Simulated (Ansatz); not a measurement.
# BaH2 (model cell, started as CdI2 type): phonons and vibrational spectra

Wanted: vibrations and spectra of BaH2 (model cell, started as CdI2 type); the cell is already relaxed. After the zone centre comes a 3×3×2 q mesh on a 6×6×4 k mesh.

Method: DFT PBE, scalar-relativistic, plane waves, PAW, in Ansatz 0.2.0.

The structure was built from a prototype and need not be the compound's stable phase.

## (1) Set-up

The structure is trigonal, space group P-3m1 (No. 164). Conventional cell: a = 4.256 Å, b = 4.256 Å, c = 4.314 Å, α = 90.00°, β = 90.00°, γ = 120.00°. Nearest to Ba lie 6 H at 2.66 Å. H has 3 Ba at 2.66 Å nearest. Farther neighbours are not listed.

As a file:

```cif
data_structure
_symmetry_space_group_name_H-M 'P-3m1'
_symmetry_Int_Tables_number 164
_cell_length_a 4.2561
_cell_length_b 4.2561
_cell_length_c 4.3139
_cell_angle_alpha 90.000
_cell_angle_beta 90.000
_cell_angle_gamma 120.000
_cell_volume 67.67
loop_
_atom_site_label
_atom_site_type_symbol
_atom_site_symmetry_multiplicity
_atom_site_Wyckoff_symbol
_atom_site_fract_x
_atom_site_fract_y
_atom_site_fract_z
_atom_site_occupancy
Ba1 Ba 1 a 0.00000 0.00000 0.00000 1
H1 H 2 d 0.33333 0.66667 0.23709 1
```

## (2) Zone-centre response

The cell comes from relaxations at this level that are not shown. The zone centre comes first: it holds the modes that light can see, as far as symmetry allows. The response to a homogeneous field gives the Born charges and the dielectric tensor, and its change with displacement the Raman tensors.

input.yaml reads:

```yaml
crystal:
  lattice:
    - [4.2561083035, 0.0, 0.0]
    - [-2.1280541517, 3.6858979121, 0.0]
    - [0.0, 0.0, 4.3138977816]
  atoms:
    - { symbol: Ba, position: [0.0, 0.0, 0.0] }
    - { symbol: H, position: [0.3333333333, 0.6666666667, 0.2370893061] }
    - { symbol: H, position: [0.6666666667, 0.3333333333, 0.7629106939] }
kpoints:
  mp_grid: { grid: [6, 6, 4] }
hamiltonian:
  xc: pbe
scf:
  occupations: { method: fixed }
output:
  eigenvalues: true
phonons:
  method: dfpt
  dielectric: true
  rigid_motions: translations
  raman: true
```

Launch:

```bash
ansatz run input.yaml --threads 4 --pin off --max-ram 7168MiB --backend cpu --events-out ev --progress --plain --runs-dir out
```

Numbers of over 12 decimals in the logs are rounded to 6 here.

Log:

```text
Engine: ansatz 0.2.0, aarch64-unknown-linux-gnu
Pseudopotentials: kind: paw
Pseudopotential: Ba, paw, valence charge 10, recommended cutoff 420 eV (normal), Ba.paw.azcp
Pseudopotential: H, paw, valence charge 1, recommended cutoff 420 eV (normal), H.paw.azcp
Functional definition: PBE
  parameter kappa = 0.804
  parameter beta = 0.066725
  exchange = pbe_x(kappa = kappa, mu = beta*pi^2/3)
  correlation = pbe_c(beta = beta)
Crystal: 3 atoms, lattice volume = 67.675 Å³
Basis set: ecut = 420 eV, 1317 PW (Γ), exchange–correlation on 60×60×60 points (8 copies of the dense FFT grid, shifted against one another)
Bands: 10, of which v1, the nominal top of the filled ones, is band 6 counted from 1 (5 counted from 0)
Symmetry: 12 space group operations
k-points: 47 of 144 (irreducible under 2 space group operations, time reversal used)
Non-local potential: Ba, projectors of the file, l = 0: 3, l = 1: 2, l = 2: 2, l = 3: 2
Non-local potential: H, projectors of the file, l = 0: 2, l = 1: 1
PAW form: soft (Blöchl's): semilocal exchange-correlation on the pseudo side does not see the compensation charge
PAW one-centre angular grid: Ba, 194 points (default); XC on 64 Gauss nodes
PAW one-centre angular grid: H, 110 points (default); XC on 64 Gauss nodes
Initial density: superposition of atomic densities (neutral atoms: chi_scale 0, normalization atom), corrected by the library's trained network
Initial wavefunctions: pseudopotential atomic-orbital guess
Functional: x = pbe(κ = 0.804, μ = 0.219515), c = pbe(β = 0.066725)
SCF iter   1: F=—  HF=-5982.167280 eV  |F-HF|=—  |Δ(HF+E_count)|=         —  Δρ=1.94e-3  dr2=3.11e-3  ethr=1.77e-3  ⟨swp⟩=4.9  Hψ=3020  notcnv=0  defer=86
preconditioner: auto → none  [insulator: Δε(μ)=1.514 eV  Ē_g=12.080 eV  n_scr=8 (ndim 8)  ℏωp=14.3 eV  f_vac=0.000  ε∞_Penn≈2.4]
SCF iter   2: F=—  HF=-5982.167055 eV  |F-HF|=—  |Δ(HF+E_count)|=   2.24e-4  Δρ=4.80e-4  dr2=1.35e-4  ethr=2.59e-5  ⟨swp⟩=2.8  Hψ=1158  notcnv=0  defer=93
SCF iter   3: F=—  HF=-5982.167270 eV  |F-HF|=—  |Δ(HF+E_count)|=   2.14e-4  Δρ=1.45e-4  dr2=7.16e-6  ethr=1.13e-6  ⟨swp⟩=2.1  Hψ=682  notcnv=0  defer=91
SCF iter   4: F=—  HF=-5982.167315 eV  |F-HF|=—  |Δ(HF+E_count)|=   4.50e-5  Δρ=2.81e-5  dr2=2.99e-7  ethr=5.97e-8  ⟨swp⟩=2.0  Hψ=784  notcnv=0  defer=81
SCF iter   5: F=—  HF=-5982.167316 eV  |F-HF|=—  |Δ(HF+E_count)|=   1.34e-6  Δρ=4.83e-6  dr2=1.45e-8  ethr=2.49e-9  ⟨swp⟩=2.0  Hψ=714  notcnv=0  defer=36
SCF iter   6: F=—  HF=-5982.167316 eV  |F-HF|=—  |Δ(HF+E_count)|=   5.53e-8  Δρ=6.37e-7  dr2=2.99e-10  ethr=1.21e-10  ⟨swp⟩=2.0  Hψ=716  notcnv=0  defer=36
SCF iter   7: F=-5982.167316 eV  HF=-5982.167316 eV  |F-HF|=2.73e-12  |Δ(HF+E_count)|=  7.39e-10  Δρ=6.16e-8  dr2=3.11e-12  ethr=1.00e-12  ⟨swp⟩=10.5  Hψ=4301  notcnv=0
SCF 1 converged in 7 iterations: F = -5982.167316 eV  dr2 = 3.11e-12
  greatest PAW one-centre occupation: 0.955 electrons in one spin orbital (limit 2), on the Ba atom at site 0 (counted from 0), in its partial waves of l = 0
DFPT response loops at Γ: preconditioner auto → none (the input reference at scf.mixing.eps_inf says where Resta's filter doesn't serve); β = 0.50; Broyden in place of MSR1
── the response to a field inside a basis, on 12×12×10 k-points: an SCF that follows is theirs, and a resumed run solves both again ──
Bands: 7, of which v1, the nominal top of the filled ones, is band 6 counted from 1 (5 counted from 0)
k-points: 390
Initial density: handed on by an earlier stage of this run
Initial wavefunctions: pseudopotential atomic-orbital guess (no wavefunctions were taken with the density)
Eigensolver: Dense (390 Hₖ)
SCF iter   1: F=—  HF=-5982.167567 eV  |F-HF|=—  |Δ(HF+E_count)|=         —  Δρ=2.00e-4  dr2=5.02e-6  ethr=1.00e-1
preconditioner: auto → none  [insulator: Δε(μ)=1.570 eV  Ē_g=10.472 eV  n_scr=8 (ndim 8)  ℏωp=14.3 eV  f_vac=0.000  ε∞_Penn≈2.9]
SCF iter   2: F=—  HF=-5982.167573 eV  |F-HF|=—  |Δ(HF+E_count)|=   5.60e-6  Δρ=9.94e-5  dr2=1.22e-6  ethr=4.19e-8
SCF iter   3: F=—  HF=-5982.167575 eV  |F-HF|=—  |Δ(HF+E_count)|=   2.25e-6  Δρ=8.83e-6  dr2=1.94e-8  ethr=1.02e-8
SCF iter   4: F=—  HF=-5982.167575 eV  |F-HF|=—  |Δ(HF+E_count)|=   6.90e-9  Δρ=7.17e-7  dr2=3.27e-10  ethr=1.61e-10
SCF iter   5: F=-5982.167575 eV  HF=-5982.167575 eV  |F-HF|=1.09e-11  |Δ(HF+E_count)|=  7.19e-11  Δρ=1.56e-7  dr2=1.05e-11  ethr=2.72e-12
SCF 1 converged in 5 iterations: F = -5982.167575 eV  dr2 = 1.05e-11
DFPT response loops at Γ: mixed as the last ones told, above
DFPT response loops at Γ: mixed as the last ones told, above
WARN: field response: ε∞ stands inside a basis, on 12×12×10 points; the force constants stand on the 6×6×4 k-mesh, whose period is 11.98 times the interband length at k = (0.0000, 0.0000, 0.0000), direct gap 1.648 eV, under 14: take them and everything formed from them as unconverged, and compare with a denser kpoints.mp_grid
SCF converged after 7 iterations
Free energy (F): -5982.167316 eV
Harris-Foulkes:  -5982.167316 eV  (|F-HF|=2.73e-12)
Internal energy: -5982.167316 eV  (E = F + TS)
E sigma→0 (E₀):  -5982.167316 eV
Fermi energy:    4.059896 eV
--- Per-component energies (eV) ---
  E_band       = -86.893567
  E_kinetic    = 194.453103
  E_local      = -396.496360  (includes V_loc(G=0)·N_el)
  E_nonlocal   = 59.499206
  E_hartree    = 125.597580
  E_xc         = -186.025560
  E_vxc        = -158.677149  (∫ρ·V_xc dr)
  E_paw        = -5226.673376  (= ΣΔE_a)
  E_vpaw       = -36.865318  (= ΣTr[D̂ρ^β])
  E_aug_tail   = -0.002220  (compensation charges beyond the density's cutoff)
  E_ewald      = -552.519689
  E_smearing   = -0.000000  (= −TS)
  E_closure    = -0.000000  (closes the sum)
  Σ components = -5982.167316   (vs F -5982.167316, Δ=0.00e0)
--- Band table (eV; the first three rows and the last of 47) ---
  k-point 0: bands = ["-23.2004", "-8.4309", "-8.0519", "-8.0519", "0.5472", "4.0599", "5.7080", "7.4584", "7.4584", "10.1259"]
  k-point 1: bands = ["-23.1897", "-8.6094", "-8.0381", "-8.0381", "0.9956", "3.4928", "6.8862", "7.6194", "7.6194", "9.3301"]
  k-point 2: bands = ["-23.1789", "-8.7781", "-8.0242", "-8.0242", "1.6989", "2.7334", "7.7984", "7.7984", "8.7729", "8.8141"]
  k-point 46: bands = ["-23.1370", "-8.5939", "-8.4937", "-8.2590", "2.2557", "2.7581", "6.6687", "7.5153", "7.8143", "10.0854"]
--- Phonons (Γ-DFPT): 4 representative perturbations + reference, on 47 of 144 k-points (Σ response iterations 12) ---
  k mesh reduced under 2 symmetry operations, with k and −k counted as one. Each operation leaves every solved perturbation unchanged. A smaller set is not considered because the run solves the response to a homogeneous field
  ASR residual: 1.144e-3 → 0.000e0 eV/Å²; symmetrization residual: 2.072e-7 eV/Å²
  ASR residual per site (eV/Å²): 1.14e-3 2.04e-5 2.04e-5
  Γ frequencies (cm⁻¹): -247.79 0.00 0.00 0.00 551.85 551.85 625.50 801.02 801.02
  ε∞ (high-frequency dielectric tensor):
        4.044761    -0.000000     0.000000
       -0.000000     4.044761    -0.000000
        0.000000    -0.000000     3.831791
  softest optical mode at Γ: -247.79 cm⁻¹; the repairs (sum rule, projections) moved no ω² at Γ by more than (2.45 cm⁻¹)²
  Born effective charges Z* (e; rows j = field, columns β = displacement):
    site 0:
         2.46693   -0.00000    0.00000
        -0.00000    2.46693   -0.00000
         0.00000   -0.00000    2.25565
    site 1:
        -1.23347    0.00000   -0.00000
         0.00000   -1.23347    0.00000
        -0.00000    0.00000   -1.12783
    site 2:
        -1.23347    0.00000   -0.00000
         0.00000   -1.23347    0.00000
        -0.00000    0.00000   -1.12783
  Z* charge neutrality: 1.510e-3 e pre-enforcement
  solved inside a basis spanned on kpoints, on 12×12×10 k-points transformed towards the longest dipole: ε∞ is read to err by 1.1e-2, Z* by 1.3e-2 e (field_mesh: kpoints solves on kpoints); Z* is corrected for what the basis lacks
  Raman tensors (in the event stream and the table raman_tensors.tsv): an entry may err by 4.4e-3 Å², one of the second-order susceptibility by 1.1e-20 pm/V (basis, points and sum rule); their sum over the sites missed zero by 6.661e-16 Å² ahead of its enforcement
  optical modes at Γ without the LO–TO term, one row a degenerate level:
      ω (cm⁻¹)  modes    IR ((D/Å)²/amu)  static Raman (Å⁴/amu)  depolarisation
       -247.79      1            59.0807                 0.0000               —
        551.85      2           141.3333                 0.0000               —
        625.50      1             0.0000               761.3153           0.102
        801.02      2             0.0000               390.0708           0.750
  optical modes at Γ + LO–TO along q̂ = [1.0000, 0.0000, 0.0000]:
      ω (cm⁻¹)  modes    IR ((D/Å)²/amu)  static Raman (Å⁴/amu)  depolarisation
       -247.79      1            59.0807                 0.0000               —
        551.85      1            70.6667                 0.0000               —
        625.50      1             0.0000               761.3153           0.102
        801.02      2             0.0000               390.0708           0.750
        924.75      1            70.6667                 0.0000               —
  optical modes at Γ + LO–TO along q̂ = [0.0000, 1.0000, 0.0000]:
      ω (cm⁻¹)  modes    IR ((D/Å)²/amu)  static Raman (Å⁴/amu)  depolarisation
       -247.79      1            59.0807                 0.0000               —
        551.85      1            70.6667                 0.0000               —
        625.50      1             0.0000               761.3153           0.102
        801.02      2             0.0000               390.0708           0.750
        924.75      1            70.6667                 0.0000               —
  optical modes at Γ + LO–TO along q̂ = [0.0000, 0.0000, 1.0000]:
      ω (cm⁻¹)  modes    IR ((D/Å)²/amu)  static Raman (Å⁴/amu)  depolarisation
        551.85      2           141.3333                 0.0000               —
        625.50      1             0.0000               761.3153           0.102
        651.56      1            59.0807                 0.0000               —
        801.02      2             0.0000               390.0708           0.750
```

Run time: 3.8 min. Hardware: 4 threads of Arm Neoverse V2, shared host; peak memory 1.8 GiB.

A gap read on the k-mesh alone can miss the band edges.

Numbers from this step:

* gap on the k-mesh: 1.469 eV
* volume per atom: 22.56 Å³
* sum-rule residual before enforcement: 0.001144 eV/Å²
* miss of the charge sum rule: 0.001510 e
* estimated error of the dielectric tensor: 0.01058
* estimated error of the Born charges: 0.01258 e
* point group: -3m
* highest optical mode at the zone centre (no LO-TO term): 801.0 cm⁻¹
* lowest optical zone-centre mode: -247.8 cm⁻¹
* mean high-frequency dielectric constant: 3.974
* largest Born charge (third of the trace): 2.397 e
* top of the zone-centre spectrum with the field: 924.8 cm⁻¹

Without the LO-TO term. Patterns of degenerate modes are one choice out of their space. Modes at Γ, with each element's share of the kinetic energy (negative means imaginary):

```
mode  frequency (cm⁻¹)  symmetry  Ba %  H %
   1            -247.8       A2u     1   99
   2               0.0  acoustic    99    1
   3               0.0  acoustic    99    1
   4               0.0  acoustic    99    1
   5             551.9        Eu     1   99
   6             551.9        Eu     1   99
   7             625.5       A1g     0  100
   8             801.0        Eg     0  100
   9             801.0        Eg     0  100
```

Displacements in mode 1 (-247.8 cm⁻¹), the largest set to 1:
```
Ba1  0.00  0.00 -0.01
H2   0.00  0.00  1.00
H3   0.00  0.00  1.00
```

Displacements in mode 6 (551.9 cm⁻¹), the largest set to 1:
```
Ba1  0.00 -0.01  0.00
H2   0.00  1.00  0.00
H3   0.00  1.00  0.00
```

Optical modes at the zone centre, without and with the macroscopic field of the longitudinal modes; each column is sorted by frequency, so a row need not hold one and the same mode. Modes with and without the field, by row:

| rank among optical modes | no field (cm⁻¹) | q along (1, 0, 0) (cm⁻¹) | q along (0, 0, 1) (cm⁻¹) |
| --- | --- | --- | --- |
| 1 | -247.8 | -247.8 | 551.9 |
| 2 | 551.9 | 551.9 | 551.9 |
| 3 | 551.9 | 625.5 | 625.5 |
| 4 | 625.5 | 801 | 651.6 |
| 5 | 801 | 801 | 801 |
| 6 | 801 | 924.8 | 801 |

Born charge (rows field, columns displacement) (e), principal values of the symmetric part by kind of site:

```
atom  atoms with these values    low  middle   high   mean
 Ba1                        1   2.26    2.47   2.47   2.40
  H2                        2  -1.23   -1.23  -1.13  -1.20
```

In full for H2:

```
-1.23  0.00  0.00
 0.00 -1.23  0.00
 0.00  0.00 -1.13
```

High-frequency dielectric tensor:

```
4.04 0.00 0.00
0.00 4.04 0.00
0.00 0.00 3.83
```

Transverse modes; imaginary modes are left out. Lines of the infrared spectrum (strongest = 100):

```
position (cm⁻¹)  label  relative intensity
            552     Eu                 100
            626    A1g                 0.0
            801     Eg                 0.0
```

Activity x (w_L - w)^4 (n + 1)/w, 532 nm, 300 K; imaginary modes are left out; the tensors are static ones, while 532 nm light lies above the computed direct gap, where resonance would change the heights; modes without the macroscopic field alone. Lines of the Raman spectrum (strongest = 100):

```csv
position (cm⁻¹),label,relative intensity
552,Eu,0.0
626,A1g,100
801,Eg,37
```

Before it was imposed, the acoustic sum rule was missed by 0.0011 eV/Å² and the charge sum rule by 0.0015 e. Small misses are needed for a sound result but don't prove that mesh and cutoff are converged. The lowest optical mode is imaginary, 247.8i cm⁻¹, so the energy falls along it.

The log warns of the k mesh: “the force constants stand on the 6×6×4 k-mesh, whose period is 11.98 times the interband length at k = (0.0000, 0.0000, 0.0000), direct gap 1.648 eV, under 14: take them and everything formed from them as unconverged”.

(Continued in part 2 of 2.)

[Logs are printed without paths, hosts, clocks, repeated set-up lines and the standing remarks that a program may print on its own settings, such as how far it seeks lower states.]

[Hosts, paths, dates, database ids (printed as entryN), source tags and the programs' standing remarks are cut or masked in the printed files.]
